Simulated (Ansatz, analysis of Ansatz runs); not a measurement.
# Migration in Be3N2 (P6_3/mmc): V_Be hop (2.3 Å), charge −2, part 2 of 4

How high is the barrier when Be changes place in Be3N2 (P6_3/mmc)? The case: V_Be hop (2.3 Å), charge −2, in a cell of 120 host atoms with 1 Be taken out.

Ansatz 0.2.0; plane-wave PAW DFT, PBEsol; nudged elastic band between two relaxed defect structures at fixed charge in a uniform background.

So far: The structure; Relaxation of the start point, charge −2.

### Step 3. Relaxation of the end point, charge −2

Level of this step: plane-wave PAW DFT, PBEsol; relaxation of all atoms of a defect supercell at fixed charge in a uniform background (Ansatz).

The end point is relaxed in the same cell and settings, so that the two energies compare. Atoms more than 3.2 Å from the middle of the hop start where the first relaxation left them, the nearer ones on or close to their ideal places, with small random displacements.

Input file qm2.end/input.yaml:

```yaml
crystal:
  lattice:
    - [8.51188336, 4.91433815, 0.0]
    - [-8.51188336, 4.91433815, 0.0]
    - [0.0, 0.0, 9.71005664]
  atoms:
    - { symbol: Be, position: [0.00558392, 0.33599203, 0.07665761] }
    - { symbol: Be, position: [0.16919404, 0.17193169, 0.07666696] }
    - { symbol: Be, position: [0.3361952, -0.00298422, 0.07666046] }
    - { symbol: Be, position: [0.00243038, 0.16879304, 0.57692308] }
    - { symbol: Be, position: [0.16631923, -0.00044744, 0.57863011] }
    - { symbol: Be, position: [0.33333333, 0.33333333, 0.57824696] }
    - { symbol: Be, position: [-0.00070357, 0.16591992, 0.92088651] }
    - { symbol: Be, position: [0.16683111, -0.00010127, 0.92270248] }
    - { symbol: Be, position: [0.33920059, 0.34043207, 0.91816118] }
    - { symbol: Be, position: [-0.00250575, 0.33421009, 0.42127031] }
    - { symbol: Be, position: [0.16798037, 0.16409959, 0.42128578] }
    - { symbol: Be, position: [0.32977778, -0.00105963, 0.4212122] }
    - { symbol: Be, position: [0.00138052, 0.00149324, 0.24584799] }
    - { symbol: Be, position: [0.16938545, 0.33587528, 0.26796385] }
    - { symbol: Be, position: [0.33366818, 0.1651596, 0.24407632] }
    - { symbol: Be, position: [-0.00125193, -0.0012051, 0.74871902] }
    - { symbol: Be, position: [0.16666667, 0.33333333, 0.75] }
    - { symbol: Be, position: [0.33350949, 0.16762471, 0.74684149] }
    - { symbol: "N", position: [-0.0001288, 0.0003325, -0.00052997] }
    - { symbol: "N", position: [0.16847642, 0.33494045, -0.00434532] }
    - { symbol: "N", position: [0.3339407, 0.16658273, 0.00025096] }
    - { symbol: "N", position: [0.00352881, 0.00222009, 0.49965507] }
    - { symbol: "N", position: [0.16586406, 0.33237335, 0.49482028] }
    - { symbol: "N", position: [0.33232568, 0.16300573, 0.50043822] }
    - { symbol: "N", position: [0.00145666, 0.33478871, 0.24898882] }
    - { symbol: "N", position: [0.16831767, 0.16794498, 0.24900719] }
    - { symbol: "N", position: [0.33319603, -0.0017362, 0.24897486] }
    - { symbol: "N", position: [0.00024622, 0.16674717, 0.74899403] }
    - { symbol: "N", position: [0.16659413, -0.00022493, 0.75056372] }
    - { symbol: "N", position: [0.33333333, 0.33333333, 0.75] }
    - { symbol: Be, position: [-0.00541241, 0.83061263, 0.07657538] }
    - { symbol: Be, position: [0.16802195, 0.66653956, 0.0783324] }
    - { symbol: Be, position: [0.33437491, 0.50049594, 0.08291893] }
    - { symbol: Be, position: [-0.00260231, 0.66640795, 0.57697541] }
    - { symbol: Be, position: [0.16666667, 0.5, 0.57824696] }
    - { symbol: Be, position: [0.33254262, 0.83203874, 0.57422881] }
    - { symbol: Be, position: [0.0004976, 0.66639286, 0.92095037] }
    - { symbol: Be, position: [0.17427594, 0.5057895, 0.91818952] }
    - { symbol: Be, position: [0.33467113, 0.82690243, 0.91810203] }
    - { symbol: Be, position: [0.00244, 0.83655035, 0.42118604] }
    - { symbol: Be, position: [0.16383481, 0.66662844, 0.42088904] }
    - { symbol: Be, position: [0.33333333, 0.5, 0.42175304] }
    - { symbol: Be, position: [-0.00129528, 0.50015029, 0.24508247] }
    - { symbol: Be, position: [0.16506125, 0.83290442, 0.24508757] }
    - { symbol: Be, position: [0.33177342, 0.6665232, 0.25563634] }
    - { symbol: Be, position: [0.00114844, 0.50001298, 0.74790376] }
    - { symbol: Be, position: [0.16758787, 0.83290682, 0.74791715] }
    - { symbol: Be, position: [0.33333333, 0.66666667, 0.75] }
    - { symbol: "N", position: [0.00010739, 0.50046027, -0.0001294] }
    - { symbol: "N", position: [0.16616654, 0.83250671, -0.00024475] }
    - { symbol: "N", position: [0.33237931, 0.66645052, 0.00604713] }
    - { symbol: "N", position: [-0.0034836, 0.4988232, 0.50003892] }
    - { symbol: "N", position: [0.16411665, 0.83421792, 0.49995591] }
    - { symbol: "N", position: [0.33333333, 0.66666667, 0.5] }
    - { symbol: "N", position: [-0.00134693, 0.83339384, 0.24891617] }
    - { symbol: "N", position: [0.1641698, 0.66655321, 0.2492386] }
    - { symbol: "N", position: [0.33485959, 0.50135081, 0.25516656] }
    - { symbol: "N", position: [-0.00041252, 0.66642913, 0.74905724] }
    - { symbol: "N", position: [0.16666667, 0.5, 0.75] }
    - { symbol: "N", position: [0.33347685, 0.83191054, 0.74637256] }
    - { symbol: Be, position: [0.50020649, 0.33494031, 0.07840939] }
    - { symbol: Be, position: [0.66391252, 0.16099452, 0.07658413] }
    - { symbol: Be, position: [0.83235032, -0.00132011, 0.07826731] }
    - { symbol: Be, position: [0.50004592, 0.16373382, 0.57699269] }
    - { symbol: Be, position: [0.66741989, -0.00035394, 0.57432888] }
    - { symbol: Be, position: [0.83325379, 0.33312329, 0.5786319] }
    - { symbol: Be, position: [0.49977328, 0.1671962, 0.9209839] }
    - { symbol: Be, position: [0.66513704, -0.007945, 0.91814055] }
    - { symbol: Be, position: [0.83322373, 0.33308216, 0.92270306] }
    - { symbol: Be, position: [0.49999889, 0.32981386, 0.42081061] }
    - { symbol: Be, position: [0.67033347, 0.16909468, 0.42117042] }
    - { symbol: Be, position: [0.83592559, 0.00256274, 0.42089942] }
    - { symbol: Be, position: [0.50003367, -0.00283093, 0.26827165] }
    - { symbol: Be, position: [0.66642371, 0.33151238, 0.24490413] }
    - { symbol: Be, position: [0.83500708, 0.16785555, 0.2449994] }
    - { symbol: Be, position: [0.49995766, -0.00136854, 0.75259849] }
    - { symbol: Be, position: [0.66638808, 0.33407871, 0.74769007] }
    - { symbol: Be, position: [0.83230345, 0.16527763, 0.74786678] }
    - { symbol: "N", position: [0.49996795, -0.00204466, -0.00452295] }
    - { symbol: "N", position: [0.66603513, 0.33267604, -0.00017934] }
    - { symbol: "N", position: [0.83384409, 0.16637451, -0.00020664] }
    - { symbol: "N", position: [0.49999376, 0.00060996, 0.49459553] }
    - { symbol: "N", position: [0.6677136, 0.33061, 0.50004094] }
    - { symbol: "N", position: [0.83572583, 0.17003883, 0.49997709] }
    - { symbol: "N", position: [0.50007171, 0.33057378, 0.24921675] }
    - { symbol: "N", position: [0.66691413, 0.16511336, 0.24891866] }
    - { symbol: "N", position: [0.83589147, 0.00237206, 0.24922123] }
    - { symbol: "N", position: [0.49992933, 0.16609543, 0.74907752] }
    - { symbol: "N", position: [0.66638786, -0.00162834, 0.74643601] }
    - { symbol: "N", position: [0.83326018, 0.33311052, 0.75056515] }
    - { symbol: Be, position: [0.49989187, 0.83264592, 0.08278813] }
    - { symbol: Be, position: [0.6657266, 0.66601142, 0.08287308] }
    - { symbol: Be, position: [0.83070647, 0.50263871, 0.07666042] }
    - { symbol: Be, position: [0.66666667, 0.5, 0.57824696] }
    - { symbol: Be, position: [0.83333333, 0.83333333, 0.57824696] }
    - { symbol: Be, position: [0.5, 0.66666667, 0.92175304] }
    - { symbol: Be, position: [0.66063364, 0.5012476, 0.91809812] }
    - { symbol: Be, position: [0.82536017, 0.83129863, 0.9181681] }
    - { symbol: Be, position: [0.5002055, 0.81827165, 0.43211989] }
    - { symbol: Be, position: [0.66666667, 0.66666667, 0.42175304] }
    - { symbol: Be, position: [0.83229757, 0.49638731, 0.42124063] }
    - { symbol: Be, position: [0.50003773, 0.49813734, 0.2577845] }
    - { symbol: Be, position: [0.668229, 0.83471345, 0.25448295] }
    - { symbol: Be, position: [0.8306876, 0.66652435, 0.26759445] }
    - { symbol: Be, position: [0.5, 0.666667, 0.578486] }
    - { symbol: Be, position: [0.66666667, 0.83333333, 0.75] }
    - { symbol: Be, position: [0.83333333, 0.66666667, 0.75] }
    - { symbol: "N", position: [0.49996217, 0.49881397, 0.00558281] }
    - { symbol: "N", position: [0.66758534, 0.83407356, 0.00627029] }
    - { symbol: "N", position: [0.83143792, 0.66643204, -0.00429479] }
    - { symbol: "N", position: [0.5, 0.5, 0.5] }
    - { symbol: "N", position: [0.66666667, 0.83333333, 0.5] }
    - { symbol: "N", position: [0.8341, 0.6665048, 0.49492315] }
    - { symbol: "N", position: [0.50006306, 0.83175292, 0.25507761] }
    - { symbol: "N", position: [0.66527278, 0.66655265, 0.25510279] }
    - { symbol: "N", position: [0.83179507, 0.49967812, 0.24899012] }
    - { symbol: "N", position: [0.5, 0.66666667, 0.75] }
    - { symbol: "N", position: [0.66666667, 0.5, 0.75] }
    - { symbol: "N", position: [0.83333333, 0.83333333, 0.75] }
total_charge: -2
basis:
  ecutwfc: 420
  xc_grid: 2
hamiltonian:
  xc: pbesol
kpoints:
  mp_grid: { grid: [1, 1, 1], shift: [0.25, 0.25, 0.25] }
scf:
  occupations: { method: fixed }
  max_iter: 150
output:
  forces: true
relax:
  f_tol: 0.02
  max_steps: 70
  random_displacement: { amplitude: 0.01, seed: 5953 }
```

The run is started by

```sh
> ansatz run input.yaml --threads 4 --pin off --max-ram 14131MiB --backend cpu --events-out ev --progress --plain --runs-dir out
```

What it wrote:

```text
[...]
Crystal: 119 atoms, lattice volume = 812.349 Å³
Basis set: ecut = 420 eV, 15933 PW (Γ), exchange–correlation on 144×144×144 points (8 copies of the dense FFT grid, shifted against one another)
Bands: 311, of which v1, the nominal top of the filled ones, is band 192 counted from 1 (191 counted from 0)
Symmetry: 1 space group operations
k-points: 1
[...]
SCF iter   1: F=—  HF=-24692.791372 eV  |F-HF|=—  |Δ(HF+E_count)|=         —  Δρ=1.68e-2  dr2=3.29e0  ethr=1.77e-3  ⟨swp⟩=6.0  Hψ=1291  notcnv=0  defer=116
[...]
SCF iter   7: F=-24691.836975 eV  HF=-24691.836978 eV  |F-HF|=2.95e-6  |Δ(HF+E_count)|=   3.56e-6  Δρ=2.49e-5  dr2=4.35e-6  ethr=2.60e-9  ⟨swp⟩=5.0  Hψ=789  notcnv=0
SCF 1 converged in 7 iterations: F = -24691.836975 eV  dr2 = 4.35e-6
[...]
--- Relaxed structure (5 steps of the walk, 5 accepted, 0 SCFs on fresh bases) ---
  F+E_penalty+E_count = -24693.50974335 eV   max|allowed force component| = 6.456e-3 eV/Å
  atoms:
    - { symbol: Be, position: [0.000180, 0.334247, 0.077666] }
    - { symbol: Be, position: [0.171515, 0.171447, 0.075967] }
    [... 3 atoms left out ...]
    - { symbol: Be, position: [0.344743, 0.344487, 0.588827] }
    [... 23 atoms left out ...]
    - { symbol: N, position: [0.324170, 0.323803, 0.749882] }
    [... 17 atoms left out ...]
    - { symbol: Be, position: [0.335210, 0.668148, 0.749530] }
    [... 45 atoms left out ...]
    - { symbol: Be, position: [0.655442, 0.499764, 0.588741] }
    [... 1 atom left out ...]
    - { symbol: Be, position: [0.499998, 0.655041, 0.911115] }
    [... 8 atoms left out ...]
    - { symbol: Be, position: [0.500087, 0.654860, 0.588996] }
    - { symbol: Be, position: [0.664873, 0.832943, 0.749569] }
    [... 4 atoms left out ...]
    - { symbol: N, position: [0.500104, 0.499748, 0.495522] }
    [... 5 atoms left out ...]
    - { symbol: N, position: [0.500012, 0.675467, 0.750035] }
    - { symbol: N, position: [0.675871, 0.499642, 0.749812] }
    [... 1 atom left out ...]
[key lines of the parts left out:]
SCF converged after 3 iterations
Free energy (F): -24693.509743 eV
Fermi energy:    8.583592 eV
```

The job ended after 36 s (4 threads of Arm Neoverse V2, shared host; peak memory 1.5 GiB).

Step by step:

```
step  energy less that of the first step (eV)  largest force component (eV/Å)
   1                                   0.0000                          2.2240
   2                                  -1.1644                          1.2591
   3                                  -1.6654                          0.1101
   4                                  -1.6728                          0.0064
   5                                  -1.6728                          0.0065
```

The atoms that moved most (Å, from the sites as typed, ahead of the random displacement):

```
 atom      dx      dy      dz  length
 Be14  -0.007  -0.026  -0.167   0.169
Be104   0.019   0.019  -0.164   0.166
 Be73  -0.004   0.003  -0.165   0.165
Be105   0.101  -0.058   0.103   0.155
 Be96   0.099  -0.058  -0.103   0.154
  Be6   0.002   0.110   0.103   0.151
 Be94  -0.094  -0.057   0.102   0.150
 Be99  -0.083   0.047  -0.081   0.125
```

Neighbours of Be105 at the end:

```
 atom  distance (Å)
 N117         1.577
 N111         1.774
 N112         1.922
  N54         1.922
 Be42         2.263
Be100         2.264
Be106         2.298
 Be48         2.299
 Be99         2.339
```

This step gave:

```yaml
free_energy: -24693.5097 eV
r_m_s_move_of_the_farther_half_of_the_atoms: 0.01790 Å
largest_move_from_the_ideal_geometry_of_this_structure_a_common_shift_of_the_far_atoms_taken_out: 0.1554 Å
```

The relaxation gained 1.673 eV and ended with a largest force component of 0.0065 eV/Å. The end lies 2.495 eV above the start.

(Continued in part 3 of 4.)

[Long decimals in the printed logs are rounded to 6 places.]

[Repeated set-up lines and some long k-point lines are left out of the logs, and relaxed atomic positions are cut to six decimals.]

[Logs are printed without paths, hosts, clocks, repeated set-up lines and the standing remarks that a program may print on its own settings, such as how far it seeks lower states.]

[Hosts, paths, dates, database ids (printed as entryN), source tags and the programs' standing remarks are cut or masked in the printed files.]
